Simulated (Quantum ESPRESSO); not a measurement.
# HfO2 (Fm-3m): zone-centre phonons, part 2 of 2

Which modes does HfO2 (Fm-3m) have at the zone centre?

Quantum ESPRESSO 7.5; DFT LDA, scalar-relativistic, plane waves, PseudoDojo norm-conserving pseudopotentials.

So far. Step 2 (A probe with smearing): A gap of 3.6 eV opens on this mesh, so the crystal is taken as an insulator; the start stands at -22 GPa. Step 4 (Ground state): The cell stands at -0.002 GPa, close enough for phonons. The relaxed cell has a = 4.962 Å (conventional setting).

### 5. Linear response at Γ

At q = 0 one unit cell holds all displacements; symmetry groups them into irreducible representations that are solved one by one. The response to a field gives ε∞ and the Born charges, which polar modes need.

ph.in reads:

```
phonons
&inputph
   prefix = 'x'
   outdir = './tmp'
   fildyn = 'g.dyn'
   tr2_ph = 1.0d-18
   epsil = .true.
/
0.000000000000 0.000000000000 0.000000000000
```

The run is started by

```
$ OMP_NUM_THREADS=1 mpirun -n 4 ph.x -nk 4 -in ph.in > ph.out
```

What it wrote:

```text
[banners, grids, parts of the stress and lines that vanish by symmetry left out]
[banner, memory and clock lines left out]
Program PHONON v.7.5

     ./tmp/x.save/

     IMPORTANT: XC functional enforced from input :
     Exchange-correlation= PW
                           (   1   4   0   0   0   0   0)
     Any further DFT definition will be discarded
     Please, verify this is what you really want

     G-vector sticks info

     Reading collected, re-writing distributed wavefunctions in ./tmp/

     Number and degeneracy of irreps per q-point
       N         xq(1)         xq(2)         xq(3)   N irreps
       1   0.000000000   0.000000000   0.000000000       3
        3   3   3

     Calculation of q =    0.0000000   0.0000000   0.0000000

     phonons

     bravais-lattice index     =            0
     lattice parameter (alat)  =       6.6300  a.u.
     unit-cell volume          =     206.0782 (a.u.)^3
     number of atoms/cell      =            3
     number of atomic types    =            2
     kinetic-energy cut-off    =      92.0000  Ry
     charge density cut-off    =     368.0000  Ry
     convergence threshold     =      1.0E-18
     beta                      =       0.7000
     number of iterations used =            4
     Exchange-correlation= PW
                           (   1   4   0   0   0   0   0)

     celldm(1)=    6.63003  celldm(2)=    0.00000  celldm(3)=    0.00000
     celldm(4)=    0.00000  celldm(5)=    0.00000  celldm(6)=    0.00000

     crystal axes: (cart. coord. in units of alat)
               a(1) = ( -0.7071  0.0000  0.7071 )
               a(2) = (  0.0000  0.7071  0.7071 )
               a(3) = ( -0.7071  0.7071  0.0000 )

     reciprocal axes: (cart. coord. in units 2 pi/alat)
               b(1) = ( -0.7071 -0.7071  0.7071 )
               b(2) = (  0.7071  0.7071  0.7071 )
               b(3) = ( -0.7071  0.7071 -0.7071 )

     Atoms inside the unit cell:

     Cartesian axes

     site n.  atom      mass           positions (alat units)
        1  Hf    178.4900   tau(    1) = (    0.00000    0.00000    0.00000  )
        2  O      15.9990   tau(    2) = (   -1.06066    1.06066    1.06066  )
        3  O      15.9990   tau(    3) = (   -0.35355    0.35355    0.35355  )

     Computing dynamical matrix for
                    q = (   0.0000000   0.0000000   0.0000000 )

     49 Sym.Ops. (with q -> -q+G )

     G cutoff =  409.7504  (  24597 G-vectors)     FFT grid: ( 45, 45, 45)
     number of k points=    29
                       cart. coord. in units 2pi/alat
        k(    1) = (   0.0000000   0.0000000   0.0000000), wk =   0.0039062
        k(    2) = (  -0.0883883   0.0883883  -0.0883883), wk =   0.0312500
        k(    3) = (  -0.1767767   0.1767767  -0.1767767), wk =   0.0312500
        [... further k-points left out ...]

     PseudoPot. # 1 for Hf read from file:
     ./pseudo/Hf.upf
     Pseudo is Norm-conserving + core correction, Zval = 12.0
     Using radial grid of 1618 points,  8 beta functions with:
                l(1) =   0
                l(2) =   0
                l(3) =   1
                l(4) =   1
                l(5) =   2
                l(6) =   2
                l(7) =   3
                l(8) =   3

     PseudoPot. # 2 for O  read from file:
     ./pseudo/O.upf
     Pseudo is Norm-conserving + core correction, Zval =  6.0
     Using radial grid of  926 points,  5 beta functions with:
                l(1) =   0
                l(2) =   0
                l(3) =   1
                l(4) =   1
                l(5) =   2

     Mode symmetry, O_h (m-3m)  point group:

     Electric field:
     Dielectric constant
     Born effective charges as d Force / d E

     Atomic displacements:
     There are    3 irreducible representations

     Representation     1      3 modes -  To be done

     Representation     2      3 modes -  To be done

     Representation     3      3 modes -  To be done

     Alpha used in Ewald sum =   2.8000

     Electric Fields Calculation

      iter #   1   av.it.:   7.7
      thresh= 1.000E-02 alpha_mix =  0.700 |ddv_scf|^2 =  2.024E-08

      iter #   2   av.it.:  14.7
      thresh= 1.423E-05 alpha_mix =  0.700 |ddv_scf|^2 =  4.540E-10

      iter #   3   av.it.:  14.8
      thresh= 2.131E-06 alpha_mix =  0.700 |ddv_scf|^2 =  2.197E-11

      iter #   4   av.it.:  14.9
      thresh= 4.687E-07 alpha_mix =  0.700 |ddv_scf|^2 =  6.130E-13

      iter #   5   av.it.:  14.4
      thresh= 7.829E-08 alpha_mix =  0.700 |ddv_scf|^2 =  1.986E-14

      iter #   6   av.it.:  14.2
      thresh= 1.409E-08 alpha_mix =  0.700 |ddv_scf|^2 =  3.500E-17

      iter #   7   av.it.:  14.9
      thresh= 5.916E-10 alpha_mix =  0.700 |ddv_scf|^2 =  1.825E-18

      iter #   8   av.it.:  15.1
      thresh= 1.351E-10 alpha_mix =  0.700 |ddv_scf|^2 =  4.848E-21

     End of electric fields calculation

          Dielectric constant in cartesian axis

          (       5.228120668       0.000000000      -0.000000000 )
          (      -0.000000000       5.228120668      -0.000000000 )
          (       0.000000000       0.000000000       5.228120668 )

          Effective charges (d Force / dE) in cartesian axis without acoustic sum rule applied (asr)

           atom    1  Hf    Mean Z*:        5.54601
      Ex  (        5.54601        0.00000        0.00000 )
      Ey  (        0.00000        5.54601       -0.00000 )
      Ez  (        0.00000       -0.00000        5.54601 )
           atom    2  O     Mean Z*:       -2.77275
      Ex  (       -2.77275        0.00000        0.00000 )
      Ey  (        0.00000       -2.77275        0.00000 )
      Ez  (       -0.00000        0.00000       -2.77275 )
           atom    3  O     Mean Z*:       -2.77275
      Ex  (       -2.77275       -0.00000       -0.00000 )
      Ey  (       -0.00000       -2.77275        0.00000 )
      Ez  (       -0.00000        0.00000       -2.77275 )

          Effective charges Sum: Mean:        0.00050
              0.00050        0.00000        0.00000
              0.00000        0.00050       -0.00000
              0.00000        0.00000        0.00050

          Effective charges (d Force / dE) in cartesian axis with asr applied:
           atom    1  Hf    Mean Z*:        5.54584
      E*x (        5.54584        0.00000        0.00000 )
      E*y (        0.00000        5.54584       -0.00000 )
      E*z (        0.00000       -0.00000        5.54584 )
           atom    2  O     Mean Z*:       -2.77292
      E*x (       -2.77292        0.00000       -0.00000 )
      E*y (        0.00000       -2.77292        0.00000 )
      E*z (       -0.00000        0.00000       -2.77292 )
           atom    3  O     Mean Z*:       -2.77292
      E*x (       -2.77292       -0.00000       -0.00000 )
      E*y (       -0.00000       -2.77292       -0.00000 )
      E*z (       -0.00000        0.00000       -2.77292 )

     Representation #   1 modes #   1   2   3

     Self-consistent Calculation

      iter #   1   av.it.:   8.4
      thresh= 1.000E-02 alpha_mix =  0.700 |ddv_scf|^2 =  7.853E-07

      iter #   2   av.it.:  14.9
      thresh= 8.862E-05 alpha_mix =  0.700 |ddv_scf|^2 =  2.444E-08

      iter #   3   av.it.:  14.6
      thresh= 1.563E-05 alpha_mix =  0.700 |ddv_scf|^2 =  4.326E-11

      iter #   4   av.it.:  14.8
      thresh= 6.577E-07 alpha_mix =  0.700 |ddv_scf|^2 =  3.036E-13

      iter #   5   av.it.:  14.7
      thresh= 5.510E-08 alpha_mix =  0.700 |ddv_scf|^2 =  1.714E-15

      iter #   6   av.it.:  15.0
      thresh= 4.140E-09 alpha_mix =  0.700 |ddv_scf|^2 =  1.426E-17

[...]
End of self-consistent calculation

     Convergence has been achieved

     Representation #   2 modes #   4   5   6

     Self-consistent Calculation

[...]
End of self-consistent calculation

     Convergence has been achieved

     Representation #   3 modes #   7   8   9

     Self-consistent Calculation

[...]
iter #   2   av.it.:  14.8
      thresh= 8.728E-05 alpha_mix =  0.700 |ddv_scf|^2 =  3.832E-08

      iter #   3   av.it.:  14.8
      thresh= 1.958E-05 alpha_mix =  0.700 |ddv_scf|^2 =  2.281E-10

      iter #   4   av.it.:  14.6
      thresh= 1.510E-06 alpha_mix =  0.700 |ddv_scf|^2 =  6.867E-13

      iter #   5   av.it.:  14.7
      thresh= 8.287E-08 alpha_mix =  0.700 |ddv_scf|^2 =  2.028E-14

      iter #   6   av.it.:  14.7
      thresh= 1.424E-08 alpha_mix =  0.700 |ddv_scf|^2 =  1.358E-16

      iter #   7   av.it.:  14.3
      thresh= 1.165E-09 alpha_mix =  0.700 |ddv_scf|^2 =  7.760E-18

      iter #   8   av.it.:  14.5
      thresh= 2.786E-10 alpha_mix =  0.700 |ddv_scf|^2 =  2.967E-20

     End of self-consistent calculation

     Convergence has been achieved

     Number of q in the star =    1
     List of q in the star:
          1   0.000000000   0.000000000   0.000000000

          Dielectric constant in cartesian axis

          (       5.228120668       0.000000000      -0.000000000 )
          (      -0.000000000       5.228120668      -0.000000000 )
          (       0.000000000       0.000000000       5.228120668 )

          Effective charges (d Force / dE) in cartesian axis without acoustic sum rule applied (asr)

           atom    1  Hf    Mean Z*:        5.54601
      Ex  (        5.54601        0.00000        0.00000 )
      Ey  (        0.00000        5.54601       -0.00000 )
      Ez  (        0.00000       -0.00000        5.54601 )
           atom    2  O     Mean Z*:       -2.77275
      Ex  (       -2.77275        0.00000        0.00000 )
      Ey  (        0.00000       -2.77275        0.00000 )
      Ez  (       -0.00000        0.00000       -2.77275 )
           atom    3  O     Mean Z*:       -2.77275
      Ex  (       -2.77275       -0.00000       -0.00000 )
      Ey  (       -0.00000       -2.77275        0.00000 )
      Ez  (       -0.00000        0.00000       -2.77275 )

          Effective charges Sum: Mean:        0.00050
              0.00050        0.00000        0.00000
              0.00000        0.00050       -0.00000
              0.00000        0.00000        0.00050

          Effective charges (d Force / dE) in cartesian axis with asr applied:
           atom    1  Hf    Mean Z*:        5.54584
      E*x (        5.54584        0.00000        0.00000 )
      E*y (        0.00000        5.54584       -0.00000 )
      E*z (        0.00000       -0.00000        5.54584 )
           atom    2  O     Mean Z*:       -2.77292
      E*x (       -2.77292        0.00000       -0.00000 )
      E*y (        0.00000       -2.77292        0.00000 )
      E*z (       -0.00000        0.00000       -2.77292 )
           atom    3  O     Mean Z*:       -2.77292
      E*x (       -2.77292       -0.00000       -0.00000 )
      E*y (       -0.00000       -2.77292       -0.00000 )
      E*z (       -0.00000        0.00000       -2.77292 )

     Diagonalizing the dynamical matrix

     q = (    0.000000000   0.000000000   0.000000000 )

 **************************************************************************
     freq (    1) =      -0.015892 [THz] =      -0.530088 [cm-1]
     freq (    2) =      -0.015892 [THz] =      -0.530088 [cm-1]
     freq (    3) =      -0.015892 [THz] =      -0.530088 [cm-1]
     freq (    4) =       7.757524 [THz] =     258.763138 [cm-1]
     freq (    5) =       7.757524 [THz] =     258.763138 [cm-1]
     freq (    6) =       7.757524 [THz] =     258.763138 [cm-1]
     freq (    7) =      18.333817 [THz] =     611.550310 [cm-1]
     freq (    8) =      18.333817 [THz] =     611.550310 [cm-1]
     freq (    9) =      18.333817 [THz] =     611.550310 [cm-1]
 **************************************************************************

     Mode symmetry, O_h (m-3m)  point group:

     freq (   1-   3) =         -0.5  [cm-1]   --> T_1u G_15  G_4- I
     freq (   4-   6) =        258.8  [cm-1]   --> T_1u G_15  G_4- I
     freq (   7-   9) =        611.6  [cm-1]   --> T_2g G_25' G_5+ R
```

The job ended after 4.7 min (4 MPI ranks of Arm Neoverse V1, shared host; 19 min of CPU time).

Numbers from this step:

| Quantity | Value |
| --- | --- |
| miss of the charge sum rule | 5.10e-4 e |
| largest acoustic frequency at the zone centre before the sum rule | -0.53 cm⁻¹ |
| highest optical zone-centre mode (no LO-TO term) | 611.5 cm⁻¹ |
| lowest optical zone-centre mode | 258.8 cm⁻¹ |
| mean high-frequency dielectric constant | 5.228 |
| largest Born charge in size (third of the trace) | 5.546 e |

Born charge (rows field, columns displacement), before the sum rule (e), principal values of the symmetric part by kind of site:

| atom | atoms with these values | low | middle | high | mean |
| --- | --- | --- | --- | --- | --- |
| Hf1 | 1 | 5.55 | 5.55 | 5.55 | 5.55 |
| O2 | 2 | -2.77 | -2.77 | -2.77 | -2.77 |

In full for Hf1:

```
5.55 0.00 0.00
0.00 5.55 0.00
0.00 0.00 5.55
```

High-frequency dielectric tensor:

```
5.23 0.00 0.00
0.00 5.23 0.00
0.00 0.00 5.23
```

The acoustic modes at Γ come out as far as 0.5 cm⁻¹ from zero, where they should vanish, a small numerical error; the Born charges miss their sum rule by 5.1e-4 e, which is good.

### 6. Modes with the sum rule

A rigid shift of the crystal must cost nothing, but grids and finite bases break this; the acoustic sum rule is imposed before the matrix is diagonalised again. With Born charges the intensities follow, and the static dielectric tensor.

dynmat.in reads:

```
&input
   fildyn = 'g.dyn'
   asr = 'simple'
   fileig = 'dynmat.eig'
   lperm = .true.
/
```

The run is started by

```
$ dynmat.x -in dynmat.in > dynmat.out
```

What it wrote:

```text
[banner, memory and clock lines left out]
Program DYNMAT v.7.5

     Reading Dynamical Matrix from file g.dyn
     ...Force constants read
     ...epsilon and Z* read
     A direction for q was not specified:TO-LO splitting will be absent

     Polarizability (A^3 units)
     multiply by 0.415046 for Clausius-Mossotti correction
        10.274790   -0.000000    0.000000
         0.000000   10.274790    0.000000
        -0.000000   -0.000000   10.274790

     IR activities are in (D/A)^2/amu units

# mode   [cm-1]    [THz]      IR
    1     -0.00   -0.0000    0.0000
    2     -0.00   -0.0000    0.0000
    3      0.00    0.0000    0.0000
    4    258.77    7.7578   26.1513
    5    258.77    7.7578   26.1513
    6    258.77    7.7578   26.1513
    7    611.55   18.3339    0.0000
    8    611.55   18.3339    0.0000
    9    611.55   18.3339    0.0000

Electronic dielectric permittivity tensor (relative, adimensional)
         5.228121   -0.000000    0.000000
         0.000000    5.228121    0.000000
        -0.000000   -0.000000    5.228121

 ... with zone-center polar mode contributions
        32.504138    0.000000    0.000000
         0.000000   32.504138    0.000000
         0.000000    0.000000   32.504138

[end of the log left out, with the tail of the file of modes that dynmat.x writes under the same name]
```

It took 0.45 s on 1 thread.

Numbers from this step:

- mean static dielectric constant: 32.50

Unit eigenvectors of the mass-weighted matrix after the sum rule; no LO-TO term. The modes at Γ (shares of kinetic energy by element, %):

| mode | frequency (cm⁻¹) | symmetry | Hf % | O % |
| --- | --- | --- | --- | --- |
| 1 | 0.0 | acoustic | 85 | 15 |
| 2 | 0.0 | acoustic | 85 | 15 |
| 3 | 0.0 | acoustic | 85 | 15 |
| 4 | 258.8 | T1u | 15 | 85 |
| 5 | 258.8 | T1u | 15 | 85 |
| 6 | 258.8 | T1u | 15 | 85 |
| 7 | 611.6 | T2g | 0 | 100 |
| 8 | 611.6 | T2g | 0 | 100 |
| 9 | 611.6 | T2g | 0 | 100 |

Displacements in mode 5 (258.8 cm⁻¹), the largest set to 1:
```
Hf1 -0.18  0.04  0.00
O2   1.00 -0.20  0.00
O3   1.00 -0.20  0.00
```

Displacements in mode 7 (611.6 cm⁻¹), the largest set to 1:
```
Hf1  0.00  0.00  0.00
O2   1.00 -0.11  0.00
O3  -1.00  0.11  0.00
```

Degenerate modes summed, no LO-TO term. Infrared lines, with heights relative to the strongest:

| position (cm⁻¹) | lines merged | label | IR intensity, relative |
| --- | --- | --- | --- |
| 259 | 3 | T1u | 100 |
| 612 | 3 | T2g | 0.0 |

Static dielectric tensor (ions relaxed, fixed cell):

```
32.50  0.00  0.00
 0.00 32.50  0.00
 0.00  0.00 32.50
```

The rule moves no optical mode by more than 0.1 cm⁻¹.

### 7. Modes along a direction of q (1 0 0)

A longitudinal polar mode sets up a macroscopic field that stiffens it; the term hangs on the direction from which q goes to zero.

dynmat.in reads:

```
&input
   fildyn = 'g.dyn'
   asr = 'simple'
   fileig = 'dynmat.eig'
   q(1) = 1.0
   q(2) = 0.0
   q(3) = 0.0
/
```

The run is started by

```
$ dynmat.x -in dynmat.in > dynmat.out
```

What it wrote:

```text
[banner, memory and clock lines left out]
Program DYNMAT v.7.5

     Reading Dynamical Matrix from file g.dyn
     ...Force constants read
     ...epsilon and Z* read

     Polarizability (A^3 units)
     multiply by 0.415046 for Clausius-Mossotti correction
        10.274790   -0.000000    0.000000
         0.000000   10.274790    0.000000
        -0.000000   -0.000000   10.274790

     IR activities are in (D/A)^2/amu units

# mode   [cm-1]    [THz]      IR
    1     -0.00   -0.0000    0.0000
    2      0.00    0.0000    0.0000
    3      0.00    0.0000    0.0000
    4    258.77    7.7578   26.1513
    5    258.77    7.7578   26.1513
    6    611.55   18.3339    0.0000
    7    611.55   18.3339    0.0000
    8    611.55   18.3339    0.0000
    9    645.23   19.3434   26.1513

[end of the log left out, with the tail of the file of modes that dynmat.x writes under the same name]
```

The job ended after 0.45 s (1 thread).

This step gave:

```
highest mode moved by the LO-TO term : 645.2 cm⁻¹
```

Zone-centre frequencies as printed; negative means imaginary. Modes:

```csv
mode,frequency (cm⁻¹)
1,0
2,0
3,0
4,258.8
5,258.8
6,611.5
7,611.5
8,611.5
9,645.2
```

The field moves one mode, from 259 to 645 cm⁻¹; the others stay.

### 8. Outcome

| Item | Value |
| --- | --- |
| space group after relaxation | Fm-3m |
| volume per atom | 10.2 Å³ |
| gap on the k-mesh | 3.80 eV |
| highest optical zone-centre mode (no LO-TO term) | 611.5 cm⁻¹ |
| lowest optical zone-centre mode | 258.8 cm⁻¹ |
| highest mode moved by the LO-TO term | 645.2 cm⁻¹ |
| mean high-frequency dielectric constant | 5.23 |
| largest Born charge in size (third of the trace) | 5.55 e |
| mean static dielectric constant | 32.5 |
| imaginary optical modes at the zone centre (no q mesh in this session) | none |

What this shows: At the LDA level the optical modes of HfO2 (Fm-3m) at the zone centre (no LO-TO term) run from 259 to 612 cm⁻¹. Along the directions run, the highest mode that the macroscopic field moves lies at 645 cm⁻¹. Lattice motion raises the mean dielectric constant from 5.228 to 32.50. The Born charge of Hf is 5.546 e against a formal charge of +4: displacements drive charge along the bonds, a mark of mixed ionic and covalent bonding and of large LO-TO splittings. Of the 6 optical modes, 3 are infrared active alone and 3 are Raman active alone; inversion symmetry keeps the two sets apart. These are harmonic frequencies at zero temperature: anharmonic shifts and linewidths and thermal expansion are left out. Spin-orbit coupling is left out, which can matter for the heavy elements here.

[Host names and launcher messages were left out of these logs when they were recorded.]

[Logs are printed without paths, hosts, clocks, repeated set-up lines and the standing remarks that a program may print on its own settings, such as how far it seeks lower states.]

[Hosts, paths, dates, database ids (printed as entryN), source tags and the programs' standing remarks are cut or masked in the printed files.]
